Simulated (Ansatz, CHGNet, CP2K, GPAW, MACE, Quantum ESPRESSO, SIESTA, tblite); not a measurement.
# Running Nb(100)/C(110) interface (80 atoms) with tblite

How near does tblite come to plane waves for Nb(100)/C(110) interface (80 atoms)?

Main program and level: tblite 0.8.0; the method is named at each step.

### 1. The starting structure

The cell holds 80 atoms: 20 Nb and 60 C. Its edges and angles: a = 7.134 Å, b = 7.567 Å, c = 24.460 Å, α = 90.0°, β = 90.0°, γ = 90.0°. Bcc Nb(100), 4 repeat layers, 5 surface cells, strained -3.32 and +2.54 %; diamond-structure C(110), 5 layers, 6 cells, -0.00 and -0.00 %; outer planes 2.45 Å apart, 12 Å of vacuum above; not relaxed, displaced by a Gaussian of 0.02 Å. Then every atom was moved at random, 0.02 Å r.m.s. a Cartesian component. Regions: Nb, 20 atoms (20 Nb); C, 60 atoms (60 C). Vacuum lies along c.

The yardstick, on the same geometry:

* method: Kohn-Sham DFT, PBE, PAW, plane waves (Ansatz 0.2.0); cutoff 420 eV, Γ point, fermi-dirac smearing of 0.05 eV; PAW set soft_2
* r.m.s. force component: 1.836 eV/Å
* longest force: 6.631 eV/Å
* SCF cycles: 17
* time: 22 s on 4 threads of Arm Neoverse V1, shared host
* CPU time: 85 s

### 2. GFN1-xTB

Method: GFN1-xTB tight binding, diagonalisation.

The input, run.py:

```python
import numpy as np
from ase.io import read
from tblite.ase import TBLite

atoms = read("structure.xyz")
atoms.calc = TBLite(method="GFN1-xTB", electronic_temperature=580, accuracy=1.0, max_iterations=250, mixer_damping=0.1, verbosity=1)
energy = atoms.get_potential_energy()
forces = atoms.get_forces()
print(f"energy {energy:.6f} eV")
print("forces (eV/A)")
for i, (a, f) in enumerate(zip(atoms, forces)):
    print(f"{i:4d} {a.symbol:2s} {f[0]:10.5f} {f[1]:10.5f} {f[2]:10.5f}")
print("charges (e)")
print(np.array2string(atoms.get_charges(), precision=4, suppress_small=True, max_line_width=110, threshold=100000))
```

The input, structure.xyz:

```xyz
80
Lattice="7.13400 0.00000 0.00000 0.00000 7.56670 0.00000 0.00000 0.00000 24.45984" Properties=species:S:1:pos:R:3 pbc="T T T"
Nb 4.24609 6.01174 6.00807
Nb 6.42310 5.28723 7.67648
Nb 4.25408 6.04912 9.27199
Nb 3.53404 3.77488 10.92279
Nb 1.41424 4.53351 6.01859
Nb 3.61701 3.79228 7.59625
Nb 1.42709 4.51149 9.32067
Nb 0.73530 2.26713 10.99005
Nb 5.75443 3.05997 5.98752
Nb 0.71347 2.26433 7.62438
Nb 5.71348 3.00617 9.28814
Nb 4.97190 0.74895 10.93795
Nb 2.86701 1.47634 6.00073
Nb 4.95578 0.75274 7.67061
Nb 2.89676 1.55359 9.28593
Nb 2.10660 6.83863 10.96510
Nb 0.05072 7.55089 5.98508
Nb 2.12857 6.83031 7.66351
Nb 7.12565 0.01960 9.33828
Nb 6.39463 5.26726 10.97366
C 6.26593 1.81094 13.45316
C 3.65197 0.59051 13.41133
C 4.47880 0.56387 14.67419
C 5.38952 1.79883 14.70892
C 6.27014 1.84226 15.96053
C 3.62158 0.58248 15.94586
C 4.49513 0.54616 17.16518
C 5.38446 1.79762 17.16543
C 6.33157 1.83265 18.48895
C 3.58755 0.52937 18.40725
C 6.26972 4.33292 13.43848
C 3.61630 3.14056 13.41206
C 4.47873 3.05604 14.67835
C 5.44110 4.37703 14.64900
C 6.25873 4.37590 15.92433
C 3.65625 3.13912 15.98964
C 4.50355 3.09924 17.22437
C 5.34579 4.38127 17.16102
C 6.25416 4.35267 18.43685
C 3.59097 3.09001 18.49311
C 2.62488 1.82910 13.44264
C 0.04644 0.54889 13.38100
C 0.89025 0.59936 14.65903
C 1.84778 1.79679 14.68495
C 2.72048 1.77764 15.95736
C 0.04116 0.53307 15.93999
C 0.95267 0.59686 17.23685
C 1.81282 1.81624 17.21092
C 2.69965 1.83356 18.45324
C 0.01569 0.57916 18.39404
C 6.25588 6.88850 13.37880
C 3.65753 5.61676 13.40644
C 4.53366 5.59111 14.68740
C 5.42170 6.84408 14.66123
C 6.23262 6.84453 15.89865
C 3.63370 5.60927 15.93852
[... 20 atom lines left out ...]
C 0.93998 5.58854 17.14415
C 1.84578 6.88668 17.22168
C 2.67732 6.90840 18.40212
C 0.04081 5.60602 18.44688
```

Run with:

```
OMP_NUM_THREADS=1 python run.py > output.txt
```

The program printed:

```text
------------------------------------------------------------
  cycle        total energy    energy error   density error
------------------------------------------------------------
      1     -165.2288929539  -1.6629602E+02   9.2966322E-01
      2     -38.60274934687   1.2662614E+02   1.1933778E+00
      3     -39.52662209396  -9.2387275E-01   1.1013419E+00
      4     -92.30551941948  -5.2778897E+01   8.7157642E-01
      5      294.6172047352   3.8692272E+02   1.1590393E+00
      6      309.0407058376   1.4423501E+01   1.4468994E+00
      7     -83.27396225334  -3.9231467E+02   6.0043078E-01
      8     -135.4566776046  -5.2182715E+01   2.8555975E-01
      9     -155.5158198786  -2.0059142E+01   2.6363662E-01
     10     -166.1392037641  -1.0623384E+01   1.4691224E-01
     11     -165.7779569411   3.6124682E-01   1.3692732E-01
     12     -165.9675639177  -1.8960698E-01   8.4842140E-02
     13     -166.2330204060  -2.6545649E-01   5.0886442E-02
     14     -166.5009690711  -2.6794867E-01   2.9925042E-02
     15     -166.5147515701  -1.3782499E-02   2.2196386E-02
     16     -166.5323614847  -1.7609915E-02   1.4462178E-02
     17     -166.4855133820   4.6848103E-02   1.3192258E-02
     18     -166.4663520751   1.9161307E-02   1.4822940E-02
     19     -166.5232216843  -5.6869609E-02   5.5599395E-03
     20     -166.5336729239  -1.0451240E-02   2.4850530E-03
     21     -166.5351647828  -1.4918589E-03   1.2834865E-03
     22     -166.5345673998   5.9738298E-04   1.8330880E-03
     23     -166.5349058746  -3.3847476E-04   1.1084993E-03
     24     -166.5351962034  -2.9032881E-04   5.5415016E-04
     25     -166.5352235807  -2.7377336E-05   3.4297119E-04
     26     -166.5352400727  -1.6491971E-05   9.7075765E-05
     27     -166.5352380349   2.0378152E-06   8.9899621E-05
     28     -166.5352401652  -2.1302684E-06   3.0899646E-05
     29     -166.5352400035   1.6162801E-07   3.5939984E-05
     30     -166.5352399026   1.0094402E-07   4.3200506E-05
     31     -166.5352402848  -3.8223598E-07   2.2150461E-05
     32     -166.5352402899  -5.0707172E-09   1.2373194E-05
------------------------------------------------------------
 total:                                   3.635 sec
energy -4531.654710 eV
forces (eV/A)
   0 Nb    0.03341    0.05902   -0.05465
   1 Nb    0.01628    0.18694   -0.30753
   2 Nb    0.09457    0.11290    0.29186
   3 Nb    0.06977   -0.03782    2.30031
   4 Nb   -0.12203    0.08093   -0.23733
   5 Nb   -0.31695    0.01734    0.01323
   6 Nb   -0.11417    0.15283   -0.11873
   7 Nb   -0.00485    0.02529    1.86570
   8 Nb    0.11008   -0.01245   -0.17161
   9 Nb    0.03296   -0.15910   -0.13705
  10 Nb    0.14462   -0.00473    0.15059
  11 Nb    0.05655   -0.07173    1.95959
  12 Nb   -0.08169   -0.11848   -0.10373
  13 Nb    0.53053   -0.13400   -0.45807
  14 Nb   -0.44201   -0.06972    0.08265
  15 Nb    0.09722   -0.06614    1.96010
  16 Nb   -0.02907    0.05947    0.03760
  17 Nb   -0.08776   -0.06111   -0.36133
  18 Nb   -0.01393   -0.11204   -0.15834
  19 Nb    0.05505    0.17387    2.02297
  20 C     3.25018   -0.03234    0.01510
  21 C    -4.11741   -0.37274   -0.12203
  22 C     1.57244   -0.68249   -0.36937
  23 C    -1.17929    0.77833   -1.50568
[...]
72 C     1.68241    0.51294    1.02473
  73 C    -0.82771   -0.26732   -1.86718
  74 C     1.01410    0.40890   -2.14576
  75 C    -1.51755    0.57569   -1.97533
  76 C     1.11175    0.69927    3.11693
  77 C    -2.93737   -0.63792    0.26979
  78 C     6.33369   -1.83879    0.41261
  79 C    -4.83951    0.07471   -2.14360
charges (e)
[ 0.0697 -0.0397 -0.1065  0.1895  0.0747 -0.0445 -0.1004  0.1865  0.0648 -0.0454 -0.0924  0.1927  0.0707
 -0.0365 -0.0997  0.2198  0.0728 -0.0424 -0.1102  0.1898 -0.0738 -0.1074  0.0326  0.0328  0.0074  0.0154
  0.0378  0.0395 -0.0639 -0.0352 -0.0844 -0.0911  0.0249  0.0375  0.0124  0.0095  0.0438  0.0386 -0.0441
 -0.0571 -0.0858 -0.0799  0.0352  0.0336  0.0059 -0.0006  0.0344  0.0421 -0.056   0.0086 -0.0909 -0.0789
  0.0314  0.0352  0.0059  0.0039  0.038   0.0433 -0.0733 -0.0774 -0.0907 -0.0845  0.0363  0.0328  0.0221
  0.0033  0.0301  0.0284 -0.0213 -0.0269 -0.0885 -0.0803  0.0318  0.0159  0.011   0.0103  0.0333  0.043
 -0.0263 -0.043 ]
```

Elapsed: 4.3 s, on 1 thread of Arm Neoverse V1, shared host; peak memory 0.12 GiB.

Banners, paths, timers and routine set-up lines are dropped from the logs unmarked, and long logs keep their key lines alone; longer cuts are marked.

Compared with the plane-wave run:

```yaml
r_m_s_force_component: 1.799 eV/Å
r_m_s_difference_of_force_components: 480.4 meV/Å
longest_difference_of_force_vectors: 2244 meV/Å
force_difference_over_r_m_s_force: 26.17 %
slope_of_forces_against_the_reference_s: 0.9457
correlation_of_force_components: 0.9653
```

Length of the force difference by element (eV/Å):

```csv
element,atoms,mean,most
C,60,0.67,1.4
Nb,20,0.71,2.2
```

Local excerpt of 9 atoms (numbers count through the whole input) about C38, picked at random; x, y, z are measured from there.

```csv
atom,x,y,z,distance (Å),bonds,Mulliken charge (e),Fx,Fy,Fz (eV/Å)
C38,0.00,0.00,0.00,0.00,4,0.04,0.66,-0.83,2.77
C57,-0.83,1.25,0.08,1.50,4,0.04,-0.53,-0.47,0.81
C37,-0.84,-1.28,0.06,1.54,4,0.04,1.05,-0.41,1.53
C35,0.91,-0.01,-1.24,1.54,4,0.01,1.60,-1.05,0.31
C39,0.91,-0.03,1.28,1.57,3,-0.04,5.16,0.10,-1.90
C36,-1.69,-1.24,-1.17,2.40,4,0.01,-1.58,-3.81,-1.78
C56,-1.71,1.23,-1.22,2.44,4,0.00,-1.04,-0.18,0.39
C76,1.83,1.21,-1.20,2.50,4,0.01,-1.52,0.58,-1.98
C58,0.06,2.50,0.07,2.50,4,0.04,-1.57,-0.57,0.25
```

Atoms are counted from 1 here, from 0 in the log.

Forces lie 26 % from the reference's, at 0.050 times its CPU time (on 1 against 4 cores).

### 3. Summary of results

| Quantity | Value |
| --- | --- |
| force difference from the reference | tblite GFN1-xTB, 26 % |
| its CPU time | 4.3 s |

What this shows: Tight binding differs by 26 % (tblite GFN1-xTB); it is another model, with fitted parameters of its own, and the xTB methods hold dispersion. One electronic-structure run takes under half the reference's CPU time: tblite GFN1-xTB, at 26 % in 4.3 s against 85 s. Periodic xTB results under one method name differ between programs and library versions. The host structure and its lattice constant were typed by rule, without a check against the phase diagram. The electronic-structure runs sample only Γ, in a cell whose shortest periodic width is 7 Å, which is coarse for a cell with partly filled levels.

[Also dropped from logs without a mark: logging warnings of Python, and SIESTA's first energy breakdown and zero terms.]

[Logs are printed without paths, hosts, clocks, repeated set-up lines and the standing remarks that a program may print on its own settings, such as how far it seeks lower states.]

[Hosts, paths, dates, database ids (printed as entryN), source tags and the programs' standing remarks are cut or masked in the printed files.]
